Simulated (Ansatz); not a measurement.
# Li3SI (antiperovskite) (Pm-3m): the gap up the ladder of methods, part 2 of 2

What gap does each level of theory give for Li3SI (antiperovskite) (Pm-3m), and in what time?

Ansatz 0.2.0; density functionals, hybrids and G0W0, plane waves, PAW. Known limits of the many-body steps: finite bands, screening cutoff and k mesh; no spin-orbit coupling in G0W0; screening cutoff under 40 eV in some runs.

So far. Step 6 (HSE06 on the 4×4×4 mesh): Over mesh and listed points the gap is 4.484 eV, direct, at k = (0.500, 0.500, 0.000). HSE06 against PBE: 4.484 − 3.515 = +0.969 eV. The runs also differ in mesh (6×6×6 and 4×4×4), so how much of this comes from the functional alone is not known. Step 7 (PBE0 on the 4×4×4 mesh): Over mesh and listed points the gap is 5.165 eV, direct, at k = (0.500, 0.500, 0.000).

The structure was built from a prototype and need not be the compound's stable phase.

In doubt: masses and optical values from hybrid runs of this build are listed as unsure (step 10), which bears on the screening that GW takes from such a start.

## (8) DDH-PBE0 on the 4×4×4 mesh

The input asks for a share of exact exchange of one over the crystal's ε∞, which the program works out first.

This step: DFT, dielectric-dependent PBE0 (fraction 1/eps_inf of PBE), plane waves, PAW.

File input.yaml:

```yaml
crystal:
  lattice:
    - [4.7368166536, 0.0, 0.0]
    - [0.0, 4.7368166536, 0.0]
    - [0.0, 0.0, 4.7368166536]
  atoms:
    - { symbol: I, position: [0.0, 0.0, 0.0] }
    - { symbol: S, position: [0.5, 0.5, 0.5] }
    - { symbol: Li, position: [0.5, 0.5, 0.0] }
    - { symbol: Li, position: [0.5, 0.0, 0.5] }
    - { symbol: Li, position: [0.0, 0.5, 0.5] }
  host: atoms
kpoints:
  mp_grid: { grid: [4, 4, 4] }
  band_path:
    path: [[0.0, 0.0, 0.0], [0.0, 0.5, 0.0], [0.5, 0.5, 0.0], [0.5, 0.5, 0.5]]
    npoints: 1
hamiltonian:
  xc:
    exchange: pbe
    correlation: pbe
    exx: { coeff: inverse_dielectric }
scf:
  occupations: { method: fixed }
  n_extra_bands: 5
output:
  eigenvalues: true
  write_density: true
  write_potential: true
  elf: true
  volumetric_format: npy
```

Launch:

```
> ansatz run input.yaml --threads 4 --pin off --max-ram 17510MiB --backend cpu --events-out ev --progress --plain --runs-dir out
```

Numbers of over 12 decimals in the logs are rounded to 6 here.

The log of the run:

```text
[...]
the fraction of exact exchange is that of a crystal of I1S1Li3
[...]
a weight of exact exchange comes from the crystal, and the text's number only plans the run
Solving k-mesh 4×4×4 for the fraction of exact exchange
[...]
Fermi energy:    2.003158 eV
[...]
--- Band table (eV; the first three rows and the last of 10) ---
  k-point 0: bands = [... 12 lower, -0.2848, 1.7822, 1.7822, 1.7822, 7.3477, 8.3333, 8.3333, 12.1395, ... 1 higher]
  k-point 1: bands = [... 12 lower, -0.0111, 1.0899, 1.4767, 1.4767, 8.3100, 8.4416, 9.5748, 10.8522, ... 1 higher]
  k-point 2: bands = [... 12 lower, 0.5704, 0.5704, 0.8553, 0.8553, 8.5733, 9.4248, 10.8660, 10.8660, ... 1 higher]
  k-point 9: bands = [... 12 lower, -0.2549, 0.6345, 0.6345, 0.6345, 10.5027, 10.5027, 10.5027, 10.9161, ... 1 higher]
[key lines of the parts left out:]
Free energy (F): -9040.167241 eV
```

Wall time 28 s (4 threads of Arm Neoverse V2, shared host); peak memory 1.9 GiB; 99 s of CPU time.

Numbers from this step:

| Property | Result |
| --- | --- |
| gap | 5.093 eV |
| valence top at | M |
| conduction bottom at | M |
| least direct gap | 5.093 eV |
| exact-exchange fraction | 0.2392 |

Over mesh and listed points the gap is 5.093 eV, direct, at k = (0.500, 0.500, 0.000). DDH-PBE0 against PBE0: 5.093 − 5.165 = −0.072 eV, with the same mesh, files and cutoff, and both edges at the same k points.

## (9) G0W0@PBE, 4×4×4 mesh, 317 empty bands, screening to 120 eV

G0W0 replaces the xc potential by a self-energy built once from the orbitals of the start. Levels are corrected in the window of bands that the input names, at points of the mesh.

This step: G0W0 on PBE, plane waves, PAW.

File input.yaml:

```yaml
crystal:
  lattice:
    - [4.7368166536, 0.0, 0.0]
    - [0.0, 4.7368166536, 0.0]
    - [0.0, 0.0, 4.7368166536]
  atoms:
    - { symbol: I, position: [0.0, 0.0, 0.0] }
    - { symbol: S, position: [0.5, 0.5, 0.5] }
    - { symbol: Li, position: [0.5, 0.5, 0.0] }
    - { symbol: Li, position: [0.5, 0.0, 0.5] }
    - { symbol: Li, position: [0.0, 0.5, 0.5] }
kpoints:
  mp_grid: { grid: [4, 4, 4] }
hamiltonian:
  xc: pbe
scf:
  occupations: { method: fixed }
gw:
  n_empty_bands: 317
  ecut_chi: 120.0
  qp_bands: [v2, c2]
  qp_kpoints: band_edges
  screening: { model: contour_deformation }
```

The log of the run:

```text
[...]
Crystal: 5 atoms, lattice volume = 106.282 Å³
Basis set: ecut = 420 eV, 2103 PW (Γ)
Bands: 21, of which v1, the nominal top of the filled ones, is band 16 counted from 1 (15 counted from 0)
Symmetry: 48 space group operations
[...]
k-points: 10 of 64
[...]
3    18      8.8018    -5.1689    -3.7477    -9.3479  0.8004     9.2358     9.2331  root
[...]
7    15      2.5591   -17.3933     2.0574   -14.1375  0.7656     1.3373     1.3608  root
     7    16      2.7750   -17.5698     1.8984   -14.4860  0.7710     1.5680     1.5896  root
     7    17      7.7352    -4.2354    -3.5751    -8.2570  0.8109     8.1842     8.1817  root
     7    18      8.2260    -4.2075    -3.6059    -8.2535  0.8088     8.6685     8.6661  root
[key lines of the parts left out:]
SCF converged after 6 iterations
Free energy (F): -9035.228906 eV
Fermi energy:    3.020158 eV
```

Elapsed: 44 s, on 4 threads; peak memory 1.1 GiB.

This step gave:

* bands summed: 333
* RPA ε∞ on this mesh (eigenvalues): 3.857, 3.857, 3.857
* plane waves in the screening matrix: 305
* G0W0 gap over the corrected points: 5.046 eV
* k of the valence top: 0, -0.5, -0.5
* k of the conduction bottom: 0, -0.5, -0.5
* starting gap on the mesh: 3.515 eV
* Z at the valence top: 0.7712
* Z at the conduction bottom: 0.8175
* least direct G0W0 gap over the corrected points: 5.046 eV

Over 5 of 10 irreducible mesh points the G0W0 gap is 5.046 eV, direct, at k = (0.000, -0.500, -0.500). The PBE gap of this run on the mesh is 3.515 eV. The two states that bound the G0W0 gap lie that far apart at the start, so the correction of the gap is 5.046 − 3.515 = +1.531 eV.

## (10) G0W0@HSE06, 4×4×4 mesh, 317 empty bands, screening to 120 eV

This step: G0W0 on HSE06, plane waves, PAW.

Edit input.yaml of step 9 so:

```diff
@@ -14,3 +14,3 @@
 hamiltonian:
-  xc: pbe
+  xc: hse06
 scf:
```

The log of the run:

```text
[...]
Crystal: 5 atoms, lattice volume = 106.282 Å³
Basis set: ecut = 420 eV, 2103 PW (Γ)
Bands: 21, of which v1, the nominal top of the filled ones, is band 16 counted from 1 (15 counted from 0)
Symmetry: 48 space group operations
[...]
k-points: 10 of 64
[...]
SCF iter   1: F=—  HF=-9035.226106 eV  |F-HF|=—  |Δ(HF+E_count)|=         —  Δρ=4.78e-4  dr2=2.62e-4  ethr=1.77e-3  ⟨swp⟩=4.0  Hψ=1502  notcnv=0
[...]
3    17      7.7242    -4.4279    -3.3501    -8.0751  0.8338     8.0222     8.0213  root
     3    18      9.1578    -4.9858    -3.5366    -8.8361  0.8253     9.4725     9.4714  root
[...]
7    15      1.8246   -17.4066     1.7683   -14.8681  0.7953     1.0476     1.0544  root
     7    16      2.0696   -17.5844     1.6348   -15.1810  0.7998     1.2946     1.3011  root
     7    17      8.0706    -4.1000    -3.3926    -7.8292  0.8339     8.4083     8.4072  root
     7    18      8.5623    -4.1046    -3.4042    -7.8408  0.8323     8.8953     8.8943  root
[key lines of the parts left out:]
Free energy (F): -9040.976651 eV
Fermi energy:    2.327050 eV
```

Elapsed: 2.5 min, on 4 threads; peak memory 1.8 GiB.

Numbers from this step:

```
bands summed                                    : 333
RPA ε∞ on this mesh (eigenvalues)               : 3.306, 3.306, 3.306
plane waves in the screening matrix             : 305
G0W0 gap over the corrected points              : 5.536 eV
k of the valence top                            : 0, -0.5, -0.5
k of the conduction bottom                      : 0, -0.5, -0.5
starting gap on the mesh                        : 4.484 eV
Z at the valence top                            : 0.7999
Z at the conduction bottom                      : 0.8396
least direct G0W0 gap over the corrected points : 5.536 eV
```

Over 5 of 10 irreducible mesh points the G0W0 gap is 5.536 eV, direct, at k = (0.000, -0.500, -0.500). The HSE06 gap of this run on the mesh is 4.484 eV. The two states that bound the G0W0 gap lie that far apart at the start, so the correction of the gap is 5.536 − 4.484 = +1.052 eV. G0W0@HSE06 against G0W0@PBE with 333 bands: 5.536 − 5.046 = +0.490 eV, with the same mesh, files and cutoffs, and both edges at the same k points.

## (11) G0W0@LDA, 4×4×4 mesh, 317 empty bands, screening to 120 eV

This step: G0W0 on LDA, plane waves, PAW.

Edit input.yaml of step 10 so:

```diff
@@ -14,3 +14,3 @@
 hamiltonian:
-  xc: hse06
+  xc: lda
 scf:
```

The log of the run:

```text
[...]
Crystal: 5 atoms, lattice volume = 106.282 Å³
Basis set: ecut = 420 eV, 2103 PW (Γ)
Bands: 21, of which v1, the nominal top of the filled ones, is band 16 counted from 1 (15 counted from 0)
Symmetry: 48 space group operations
[...]
k-points: 10 of 64
[...]
3    18      8.4381    -5.2375    -3.8523    -9.7425  0.7957     9.0975     9.0908  root
[...]
7    15      2.3329   -17.3642     2.0288   -14.3047  0.7614     1.2843     1.3022  root
     7    16      2.5565   -17.5624     1.8657   -14.6847  0.7671     1.5284     1.5445  root
     7    17      7.3205    -4.2862    -3.6742    -8.6758  0.8070     8.0427     8.0359  root
     7    18      7.8481    -4.2250    -3.7085    -8.6089  0.8048     8.5298     8.5235  root
[key lines of the parts left out:]
SCF converged after 6 iterations
Free energy (F): -8836.613054 eV
Fermi energy:    2.807649 eV
```

Run time: 44 s. Hardware: 4 threads; peak memory 1.1 GiB.

Numbers from this step:

```yaml
bands_summed: 333
rpa_eps_infinity_on_this_mesh_eigenvalues: 4.050, 4.050, 4.050
plane_waves_in_the_screening_matrix: 305
g0w0_gap_over_the_corrected_points: 4.957 eV
k_of_the_valence_top: 0, -0.5, -0.5
k_of_the_conduction_bottom: 0, -0.5, -0.5
starting_gap_on_the_mesh: 3.301 eV
z_at_the_valence_top: 0.7672
z_at_the_conduction_bottom: 0.8140
least_direct_g0w0_gap_over_the_corrected_points: 4.957 eV
```

Over 5 of 10 irreducible mesh points the G0W0 gap is 4.957 eV, direct, at k = (0.000, -0.500, -0.500). The LDA gap of this run on the mesh is 3.301 eV. The two states that bound the G0W0 gap lie that far apart at the start, so the correction of the gap is 4.957 − 3.301 = +1.656 eV. G0W0@LDA against G0W0@HSE06 with 333 bands: 4.957 − 5.536 = −0.579 eV, with the same mesh, files and cutoffs, and both edges at the same k points.

## (12) All levels together

Each gap is the least one over the points named; times are wall times on shared hosts, not benchmarks. A G0W0 time includes the run's own self-consistent start. Runs with listed points see these and the mesh alone, so an edge that moves elsewhere is missed. Rows marked * are further runs, not shown as steps, whose inputs differ from the G0W0 step on the same start in the columns given; solver thresholds can differ too. Symmetry makes (0.500, 0.500, 0.000) and (0.000, -0.500, -0.500) one point.

| level | mesh | files, cutoff | bands summed, screening | points | gap (eV) | valence top | conduction bottom | least direct gap (eV) | time |
| --- | --- | --- | --- | --- | --- | --- | --- | --- | --- |
| LDA | 6×6×6 | soft_2 PAW, 420 eV | - | mesh and listed points | 3.301 | (0.500, 0.500, 0.000) | (0.500, 0.500, 0.000) | 3.301 | 0.97 s |
| PBE | 6×6×6 | soft_2 PAW, 420 eV | - | mesh and path | 3.515 | (0.500, 0.500, 0.000) | (0.500, 0.500, 0.000) | 3.515 | 1.6 s |
| PBE+SOC | 6×6×6 | soft_2 PAW, 420 eV | - | mesh and listed points | 3.402 | (0.500, 0.500, 0.000) | (0.500, 0.500, 0.000) | 3.402 | 6.3 s |
| r2SCAN | 6×6×6 | soft_2 PAW, 500 eV | - | mesh and listed points | 4.123 | (0.500, 0.500, 0.000) | (0.500, 0.500, 0.000) | 4.123 | 2.3 s |
| HSE06 | 4×4×4 | soft_2 PAW, 420 eV | - | mesh and listed points | 4.484 | (0.500, 0.500, 0.000) | (0.500, 0.500, 0.000) | 4.484 | 22 s |
| PBE0 | 4×4×4 | soft_2 PAW, 420 eV | - | mesh and listed points | 5.165 | (0.500, 0.500, 0.000) | (0.500, 0.500, 0.000) | 5.165 | 21 s |
| DDH-PBE0 | 4×4×4 | soft_2 PAW, 420 eV | - | mesh and listed points | 5.093 | (0.500, 0.500, 0.000) | (0.500, 0.500, 0.000) | 5.093 | 28 s |
| G0W0@PBE* | 4×4×4 | soft_2 PAW, 420 eV | 68, 36 eV | 5 of 10 irreducible mesh points | 4.713 | (0.000, -0.500, -0.500) | (0.000, -0.500, -0.500) | 4.713 | 5.3 s |
| G0W0@PBE* | 4×4×4 | soft_2 PAW, 420 eV | 163, 72 eV | 5 of 10 irreducible mesh points | 4.885 | (0.000, -0.500, -0.500) | (0.000, -0.500, -0.500) | 4.885 | 12 s |
| G0W0@PBE | 4×4×4 | soft_2 PAW, 420 eV | 333, 120 eV | 5 of 10 irreducible mesh points | 5.046 | (0.000, -0.500, -0.500) | (0.000, -0.500, -0.500) | 5.046 | 44 s |
| G0W0@PBE* | 2×2×2 | soft_2 PAW, 420 eV | 163, 72 eV | all 4 irreducible mesh points | 4.708 | (0.000, -0.500, -0.500) | (0.000, -0.500, -0.500) | 4.708 | 2.6 s |
| G0W0@HSE06 | 4×4×4 | soft_2 PAW, 420 eV | 333, 120 eV | 5 of 10 irreducible mesh points | 5.536 | (0.000, -0.500, -0.500) | (0.000, -0.500, -0.500) | 5.536 | 2.5 min |
| G0W0@LDA | 4×4×4 | soft_2 PAW, 420 eV | 333, 120 eV | 5 of 10 irreducible mesh points | 4.957 | (0.000, -0.500, -0.500) | (0.000, -0.500, -0.500) | 4.957 | 44 s |

## (13) Summary of results

* LDA, over mesh and listed points: 3.301 eV
* PBE, over mesh and path: 3.515 eV
* PBE+SOC, over mesh and listed points: 3.402 eV
* r2SCAN, over mesh and listed points: 4.123 eV
* HSE06, over mesh and listed points: 4.484 eV
* PBE0, over mesh and listed points: 5.165 eV
* DDH-PBE0, over mesh and listed points: 5.093 eV
* G0W0@PBE (333 bands, 4×4×4), over 5 of 10 irreducible mesh points: 5.046 eV
* G0W0@HSE06, over 5 of 10 irreducible mesh points: 5.536 eV
* G0W0@LDA, over 5 of 10 irreducible mesh points: 4.957 eV
* known limits: finite bands, screening cutoff and k mesh; no spin-orbit coupling in G0W0; screening cutoff under 40 eV in some runs

What this shows: The rows run from 3.301 eV (LDA) to 5.536 eV (G0W0@HSE06). They differ in mesh, plane-wave cutoff, bands and screening cutoff of G0W0 and the points over which the gap was sought as well as in level, so only pairs that share these are like for like. PBE against LDA: 3.515 − 3.301 = +0.214 eV, with the same mesh, files and cutoff, and both edges at the same k points. PBE+SOC against PBE: 3.402 − 3.515 = −0.113 eV, with the same mesh, set of files (read in its fully relativistic form for the spin-orbit run) and cutoff, and both edges at the same k points. The spin-orbit run sees mesh and listed points alone, so its gap is an upper bound: the coupling can move an edge off these points, and the change over the zone, its sign included where it is small, is not known. PBE0 against HSE06: 5.165 − 4.484 = +0.681 eV, with the same mesh, files and cutoff, and both edges at the same k points. DDH-PBE0 against PBE0: 5.093 − 5.165 = −0.072 eV, with the same mesh, files and cutoff, and both edges at the same k points. G0W0@HSE06 against G0W0@PBE with 333 bands: 5.536 − 5.046 = +0.490 eV, with the same mesh, files and cutoffs, and both edges at the same k points. G0W0@LDA against G0W0@HSE06 with 333 bands: 4.957 − 5.536 = −0.579 eV, with the same mesh, files and cutoffs, and both edges at the same k points. The dielectric-dependent hybrid took 0.239 of exact exchange, against 0.25 in PBE0. G0W0@PBE (333 bands, 4×4×4) moves the gap of its own start on the mesh by 5.046 − 3.515 = +1.531 eV, between the same two levels. Both edges that PBE shows over mesh and path lie at k points where levels were corrected. Levels at other points were not corrected, so a lower G0W0 gap elsewhere in the zone is not ruled out. G0W0@HSE06 moves the gap of its own start on the mesh by 5.536 − 4.484 = +1.052 eV, between the same two levels. Both edges that HSE06 shows over mesh and listed points lie at k points where levels were corrected. Levels at other points were not corrected, so a lower G0W0 gap elsewhere in the zone is not ruled out. G0W0@LDA moves the gap of its own start on the mesh by 4.957 − 3.301 = +1.656 eV, between the same two levels. Both edges that LDA shows over mesh and listed points lie at k points where levels were corrected. Levels at other points were not corrected, so a lower G0W0 gap elsewhere in the zone is not ruled out. What spin-orbit coupling does to the G0W0 levels was not computed, so no sum with the G0W0 gap is formed. For G0W0@PBE: from 68 bands and 36 eV to 333 bands and 120 eV the gap moves by 5.046 − 4.713 = +0.333 eV (rung by rung 4.713, 4.885, 5.046 eV); bands and screening cutoff rise together, so their parts are not told apart. A line in one over the bands through the two highest rungs gives 5.046 + (5.046 − 4.885) × 163 / (333 − 163) = 5.200 eV, and through the pair below 4.885 + (4.885 − 4.713) × 68 / (163 − 68) = 5.008 eV. The two differ by 0.192 eV, not under the 0.030 eV asked, so the law does not hold well over these rungs and the limit is not known. The other G0W0 rows are shown at one basis each (333 bands), so their distance from the limit is not known here. With the 2×2×2 mesh in place of the 4×4×4 mesh and all else as in the G0W0@PBE row with 163 bands, the gap differs by 4.708 − 4.885 = −0.177 eV, and that of the start by 3.520 − 3.515 = +0.005 eV. The G0W0 runs are scalar-relativistic. G0W0@PBE runs of this series with other atomic data on the same mesh, not shown as steps, give 5.108 eV (hard PAW, 780 eV, 486 bands, screening to 156 eV); where bands and cutoffs differ too, the part of the files is not isolated. A screening cutoff under 40 eV is crude: G0W0@PBE with 68 bands at 36 eV.

[Paths, hosts, dates, memory and timing lines, banners, echoed tables and standing remarks are left out of the program output.]

[Logs are printed without paths, hosts, clocks, repeated set-up lines and the standing remarks that a program may print on its own settings, such as how far it seeks lower states.]

[Runs of the session that timed out or met a known fault of the program may be left out.]

[Cells called generated may have been cut or substituted from an entry of the Crystallography Open Database or the Materials Project.]

[Hosts, paths, dates, database ids (printed as entryN), source tags and the programs' standing remarks are cut or masked in the printed files.]

[Where an RPA ε∞ is given, it is that of the G0W0 mesh and is not shown converged in it. Names of k-points follow the symmetry that the program found, which can be lower than the space group named. Band edges on a path are those of the sampled points; other points can move an edge, and change direct to indirect where valleys lie close.]

[Hybrid gaps are those of their k-mesh and are not shown converged in it.]
